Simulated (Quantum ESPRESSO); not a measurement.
## MgS (Niningerite): zone-centre phonons

Aim: the zone-centre modes of MgS (Niningerite).

Program: Quantum ESPRESSO 7.5. Level of theory: DFT LDA, scalar-relativistic, plane waves, PseudoDojo norm-conserving pseudopotentials. Results are calculated unless marked as measured.

## (1) The starting structure

Symmetry: Fm-3m, No. 225, cubic system. The conventional cell has a = 5.203 Å, b = 5.203 Å, c = 5.203 Å, α = 90.00°, β = 90.00°, γ = 90.00°. Nearest to Mg lie 6 S at 2.60 Å. Nearest to S lie 6 Mg at 2.60 Å. Farther neighbours and most contacts between anions are not listed.

Coordinates:

```cif
data_structure
_symmetry_space_group_name_H-M 'Fm-3m'
_symmetry_Int_Tables_number 225
_cell_length_a 5.2033
_cell_length_b 5.2033
_cell_length_c 5.2033
_cell_angle_alpha 90.000
_cell_angle_beta 90.000
_cell_angle_gamma 90.000
_cell_volume 140.88
loop_
_atom_site_label
_atom_site_type_symbol
_atom_site_symmetry_multiplicity
_atom_site_Wyckoff_symbol
_atom_site_fract_x
_atom_site_fract_y
_atom_site_fract_z
_atom_site_occupancy
Mg1 Mg 4 a 0.00000 0.00000 0.00000 1
S1 S 4 b 0.50000 0.00000 0.00000 1
```

## (2) A probe with smearing

Before anything dear is run, a loose run with smearing shows whether this is a metal and how far the cell is from rest.

probe.in reads:

```
&control
   calculation = 'scf'
   prefix = 'x'
   outdir = './tmp'
   pseudo_dir = './pseudo'
   tprnfor = .true.
   tstress = .true.
   verbosity = 'high'
/
&system
   ibrav = 0
   nat = 2
   ntyp = 2
   ecutwfc = 84.0
   occupations = 'smearing'
   smearing = 'gaussian'
   degauss = 0.01
/
&electrons
   conv_thr = 1.0d-07
   mixing_beta = 0.7
   electron_maxstep = 100
/
ATOMIC_SPECIES
 Mg     24.3050  Mg.upf
 S      32.0600  S.upf
CELL_PARAMETERS angstrom
     0.000000000    2.601650000    2.601650000
     2.601650000    0.000000000    2.601650000
     2.601650000    2.601650000    0.000000000
ATOMIC_POSITIONS crystal
 Mg     0.000000000   0.000000000   0.000000000
 S      0.500000000   0.500000000   0.500000000
K_POINTS automatic
 6 6 6 0 0 0
```

The run is started by

```sh
OMP_NUM_THREADS=1 mpirun -n 4 pw.x -nk 4 -in probe.in > probe.out
```

The log of the run:

```text
[banners, grids, parts of the stress and lines that vanish by symmetry left out]
Program PWSCF v.7.5
     Message from routine setup:
     using ibrav=0 with symmetry is DISCOURAGED, use correct ibrav instead
[...]
kinetic-energy cutoff     =      84.0000  Ry
     charge density cutoff     =     336.0000  Ry
     scf convergence threshold =      1.0E-07
[...]
Exchange-correlation= SLA  PW   NOGX NOGC
                           (   1   4   0   0   0   0   0)
[...]
48 Sym. Ops., with inversion, found
[...]
(     0          1          0      )
                  (     0          0          1      )
[...]
( -0.0000000  1.0000000  0.0000000 )
                  ( -0.0000000  0.0000000  1.0000000 )
[...]
(     1          0         -1      )
                  (     0          0         -1      )
[...]
(  0.0000000 -1.0000000 -0.0000000 )
[...]
(    -1          1          0      )
                  (     0          1         -1      )
[...]
( -1.0000000  0.0000000 -0.0000000 )
                  ( -0.0000000  1.0000000 -0.0000000 )
[...]
number of k points=    16  Gaussian smearing, width (Ry)=  0.0100
[...]
End of self-consistent calculation
[...]
the Fermi energy is     7.9961 ev
!    total energy              =    -140.89756117 Ry
[...]
convergence has been achieved in   6 iterations
[...]
atom    1 type  1   force =     0.00000000   -0.00000000   -0.00000000
     atom    2 type  2   force =    -0.00000000    0.00000000    0.00000000
[...]
Total force =     0.000000     Total SCF correction =     0.000000
[...]
total   stress  (Ry/bohr**3)                   (kbar)     P=      -31.47
[...]
XML data file, charge density, pseudopotentials, collected wavefunctions

   JOB DONE.
```

Elapsed: 12 s, on 4 MPI ranks of Intel Xeon at 2.50GHz (Skylake/Cascade Lake), shared host; 37 s of CPU time.

Numbers from this step:

```
volume per atom   : 17.61 Å³
pressure          : -3.147 GPa
gap on the k-mesh : 2.559 eV
```

A gap of 2.6 eV opens on this mesh, so the crystal is taken as an insulator; the start stands at -3.1 GPa.

## (3) Relaxation

The relaxation runs at a cutoff a fifth above that of the response, since stress converges more slowly with the basis than frequencies do. Forces and stress are brought to rest with tight thresholds.

relax.in reads:

```
&control
   calculation = 'vc-relax'
   prefix = 'x'
   outdir = './tmp'
   pseudo_dir = './pseudo'
   tprnfor = .true.
   tstress = .true.
   forc_conv_thr = 2.0d-05
   etot_conv_thr = 1.0d-07
   nstep = 40
/
&system
   ibrav = 0
   nat = 2
   ntyp = 2
   ecutwfc = 101
   occupations = 'fixed'
   nbnd = 10
/
&electrons
   conv_thr = 1.0d-11
   mixing_beta = 0.7
   electron_maxstep = 100
/
&ions
/
&cell
   press_conv_thr = 0.2
/
ATOMIC_SPECIES
 Mg     24.3050  Mg.upf
 S      32.0600  S.upf
CELL_PARAMETERS angstrom
     0.000000000    2.601650000    2.601650000
     2.601650000    0.000000000    2.601650000
     2.601650000    2.601650000    0.000000000
ATOMIC_POSITIONS crystal
 Mg     0.000000000   0.000000000   0.000000000
 S      0.500000000   0.500000000   0.500000000
K_POINTS automatic
 6 6 6 0 0 0
```

The run is started by

```sh
OMP_NUM_THREADS=1 mpirun -n 4 pw.x -nk 4 -in relax.in > relax.out
```

The log of the run:

```text
[banners, grids, parts of the stress and lines that vanish by symmetry left out]
[banner, memory and clock lines left out]
Program PWSCF v.7.5

[...]
kinetic-energy cutoff     =     101.0000  Ry
     charge density cutoff     =     404.0000  Ry
     scf convergence threshold =      1.0E-11
[...]
energy convergence thresh.=      1.0E-07
     force convergence thresh. =      2.0E-05
     press convergence thresh. =      2.0E-01
     Exchange-correlation= SLA  PW   NOGX NOGC
                           (   1   4   0   0   0   0   0)
[...]
48 Sym. Ops., with inversion, found
[...]
number of k points=    16
[...]
End of self-consistent calculation
[...]
highest occupied, lowest unoccupied level (ev):     6.1711    8.7305
!    total energy              =    -140.89759393 Ry
[...]
convergence has been achieved in  10 iterations
[...]
atom    1 type  1   force =    -0.00000000   -0.00000000    0.00000000
     atom    2 type  2   force =     0.00000000   -0.00000000   -0.00000000
     Total force =     0.000000     Total SCF correction =     0.000000
[...]
total   stress  (Ry/bohr**3)                   (kbar)     P=      -31.42
[...]
number of bfgs steps    =   0
[...]
CELL_PARAMETERS (angstrom)
[...]
ATOMIC_POSITIONS (crystal)
Mg               0.0000000000       -0.0000000000       -0.0000000000
S                0.5000000000        0.5000000000        0.5000000000
[...]
New effective cutoffs (rho, wfc):  407.35  102.08
[...]
End of self-consistent calculation
[...]
highest occupied, lowest unoccupied level (ev):     6.3580    8.9508
!    total energy              =    -140.89825536 Ry
[...]
convergence has been achieved in   6 iterations
[...]
atom    1 type  1   force =     0.00000000   -0.00000000   -0.00000000
     atom    2 type  2   force =    -0.00000000    0.00000000    0.00000000
     Total force =     0.000000     Total SCF correction =     0.000000
[...]
total   stress  (Ry/bohr**3)                   (kbar)     P=      -19.79
[...]
number of bfgs steps    =   1
[...]
CELL_PARAMETERS (angstrom)
[...]
ATOMIC_POSITIONS (crystal)
Mg              -0.0000000000       -0.0000000000        0.0000000000
S                0.5000000000        0.5000000000        0.5000000000
[...]
New effective cutoffs (rho, wfc):  414.00  103.74
[...]
End of self-consistent calculation
[...]
highest occupied, lowest unoccupied level (ev):     6.6464    9.2891
!    total energy              =    -140.89865277 Ry
[...]
convergence has been achieved in   7 iterations
[...]
atom    1 type  1   force =    -0.00000000    0.00000000    0.00000000
     atom    2 type  2   force =     0.00000000    0.00000000    0.00000000
     Total force =     0.000000     Total SCF correction =     0.000000
[...]
total   stress  (Ry/bohr**3)                   (kbar)     P=       -0.67
[...]
number of bfgs steps    =   2
[...]
CELL_PARAMETERS (angstrom)
[...]
ATOMIC_POSITIONS (crystal)
[...]
New effective cutoffs (rho, wfc):  414.23  103.80
[...]
End of self-consistent calculation
[...]
highest occupied, lowest unoccupied level (ev):     6.6565    9.3010
!    total energy              =    -140.89865319 Ry
[...]
convergence has been achieved in   6 iterations
[...]
atom    1 type  1   force =    -0.00000000    0.00000000   -0.00000000
     atom    2 type  2   force =    -0.00000000   -0.00000000    0.00000000
     Total force =     0.000000     Total SCF correction =     0.000000
[...]
total   stress  (Ry/bohr**3)                   (kbar)     P=        0.03
[...]
number of bfgs steps    =   3
[...]
small trust_radius: resetting bfgs history
[...]
CELL_PARAMETERS (angstrom)
[...]
ATOMIC_POSITIONS (crystal)
[...]
New effective cutoffs (rho, wfc):  414.22  103.80
[...]
End of self-consistent calculation
[...]
highest occupied, lowest unoccupied level (ev):     6.6564    9.3008
!    total energy              =    -140.89865319 Ry
[...]
convergence has been achieved in   3 iterations
[...]
atom    1 type  1   force =    -0.00000000   -0.00000000    0.00000000
     atom    2 type  2   force =    -0.00000000   -0.00000000    0.00000000
     Total force =     0.000000     Total SCF correction =     0.000000
[...]
total   stress  (Ry/bohr**3)                   (kbar)     P=        0.02
[...]
bfgs converged in   5 scf cycles and   4 bfgs steps
[...]
End of BFGS Geometry Optimization
     Final enthalpy           =    -140.8986531910 Ry
     File ./tmp/x.bfgs deleted, as requested
[...]
CELL_PARAMETERS (angstrom)
[...]
ATOMIC_POSITIONS (crystal)
Mg               0.0000000000       -0.0000000000       -0.0000000000
S                0.5000000000        0.5000000000        0.5000000000
[...]
Final scf calculation at the relaxed structure.
[...]
kinetic-energy cutoff     =     101.0000  Ry
     charge density cutoff     =     404.0000  Ry
     scf convergence threshold =      1.0E-13
[...]
press convergence thresh. =      2.0E-01
     Exchange-correlation= SLA  PW   NOGX NOGC
                           (   1   4   0   0   0   0   0)
[...]
48 Sym. Ops., with inversion, found
[...]
number of k points=    16
[...]
End of self-consistent calculation
[...]
highest occupied, lowest unoccupied level (ev):     6.6564    9.3008
!    total energy              =    -140.89865104 Ry
[...]
convergence has been achieved in  11 iterations
[...]
atom    1 type  1   force =     0.00000000    0.00000000   -0.00000000
     atom    2 type  2   force =    -0.00000000    0.00000000    0.00000000
     Total force =     0.000000     Total SCF correction =     0.000000
[...]
total   stress  (Ry/bohr**3)                   (kbar)     P=       -0.00
[...]
XML data file, charge density, pseudopotentials, collected wavefunctions
```

Wall time 1.8 min (4 MPI ranks).

Relaxation path:

| step | energy less that of the first step (eV) | largest force (eV/Å) | pressure (GPa) | volume (Å³) |
| --- | --- | --- | --- | --- |
| 1 | 0.0000 | 0.0000 | -3.14 | 35.22 |
| 2 | -0.0090 | 0.0000 | -1.98 | 34.66 |
| 3 | -0.0144 | 0.0000 | -0.07 | 33.83 |
| 4 | -0.0144 | 0.0000 | 0.00 | 33.80 |
| 5 | -0.0144 | 0.0000 | 0.00 | 33.80 |
| 6 | -0.0144 | 0.0000 | 0.00 | 33.80 |

| conventional cell, symmetrised | before | after | change |
| --- | --- | --- | --- |
| a (Å) | 5.203 | 5.132 | -1.4 % |
| b (Å) | 5.203 | 5.132 | -1.4 % |
| c (Å) | 5.203 | 5.132 | -1.4 % |
| volume (Å³/atom) | 17.61 | 16.90 | -4.0 % |

Final coordinates:

```
CELL_PARAMETERS angstrom
0.00000 2.56621 2.56621
2.56621 0.00000 2.56621
2.56621 2.56621 0.00000
ATOMIC_POSITIONS crystal
Mg 0.00000 0.00000 0.00000
S 0.50000 0.50000 0.50000
```

The last row of the table of steps is pw.x's closing run on a basis chosen anew for the final cell, so its energy can jump.

Numbers from this step:

```yaml
volume_per_atom: 16.90 Å³
pressure: 0 GPa
gap_on_the_k_mesh: 2.644 eV
```

The volume changes by -4.0 % from the cell with which this run began.

## (4) Ground state

The response is built on this ground state, so it is converged far tighter than an energy would need. With a gap, occupations are fixed, which also allows the response to an electric field.

scf.in reads:

```
&control
   calculation = 'scf'
   prefix = 'x'
   outdir = './tmp'
   pseudo_dir = './pseudo'
   tprnfor = .true.
   tstress = .true.
/
&system
   ibrav = 0
   nat = 2
   ntyp = 2
   ecutwfc = 84.0
   occupations = 'fixed'
   nbnd = 10
/
&electrons
   conv_thr = 1.0d-12
   mixing_beta = 0.7
   electron_maxstep = 100
/
ATOMIC_SPECIES
 Mg     24.3050  Mg.upf
 S      32.0600  S.upf
CELL_PARAMETERS angstrom
     0.000000000    2.566206455    2.566206455
     2.566206455    0.000000000    2.566206455
     2.566206455    2.566206455    0.000000000
ATOMIC_POSITIONS crystal
 Mg     0.000000000   0.000000000   0.000000000
 S      0.500000000   0.500000000   0.500000000
K_POINTS automatic
 6 6 6 0 0 0
```

The run is started by

```sh
OMP_NUM_THREADS=1 mpirun -n 4 pw.x -nk 4 -in scf.in > scf.out
```

The log of the run:

```text
[banners, grids, parts of the stress and lines that vanish by symmetry left out]
[banner, memory and clock lines left out]
Program PWSCF v.7.5

[...]
kinetic-energy cutoff     =      84.0000  Ry
     charge density cutoff     =     336.0000  Ry
     scf convergence threshold =      1.0E-12
[...]
Exchange-correlation= SLA  PW   NOGX NOGC
                           (   1   4   0   0   0   0   0)
[...]
48 Sym. Ops., with inversion, found
[...]
number of k points=    16
[...]
End of self-consistent calculation
[...]
highest occupied, lowest unoccupied level (ev):     6.6564    9.3009
!    total energy              =    -140.89861756 Ry
[...]
convergence has been achieved in  11 iterations
[...]
atom    1 type  1   force =    -0.00000000   -0.00000000    0.00000000
     atom    2 type  2   force =    -0.00000000   -0.00000000    0.00000000
     Total force =     0.000000     Total SCF correction =     0.000000
[...]
total   stress  (Ry/bohr**3)                   (kbar)     P=       -0.15
[...]
XML data file, charge density, pseudopotentials, collected wavefunctions
```

The job ended after 26 s (4 MPI ranks; 60 s of CPU time).

Numbers from this step:

* pressure: -0.015 GPa
* gap on the k-mesh: 2.645 eV

The cell stands at -0.015 GPa, close enough for phonons.

[end of part 1 of 2]

[Host names and launcher messages were left out of these logs when they were recorded.]

[Logs are printed without paths, hosts, clocks, repeated set-up lines and the standing remarks that a program may print on its own settings, such as how far it seeks lower states.]

[Hosts, paths, dates, database ids (printed as entryN), source tags and the programs' standing remarks are cut or masked in the printed files.]
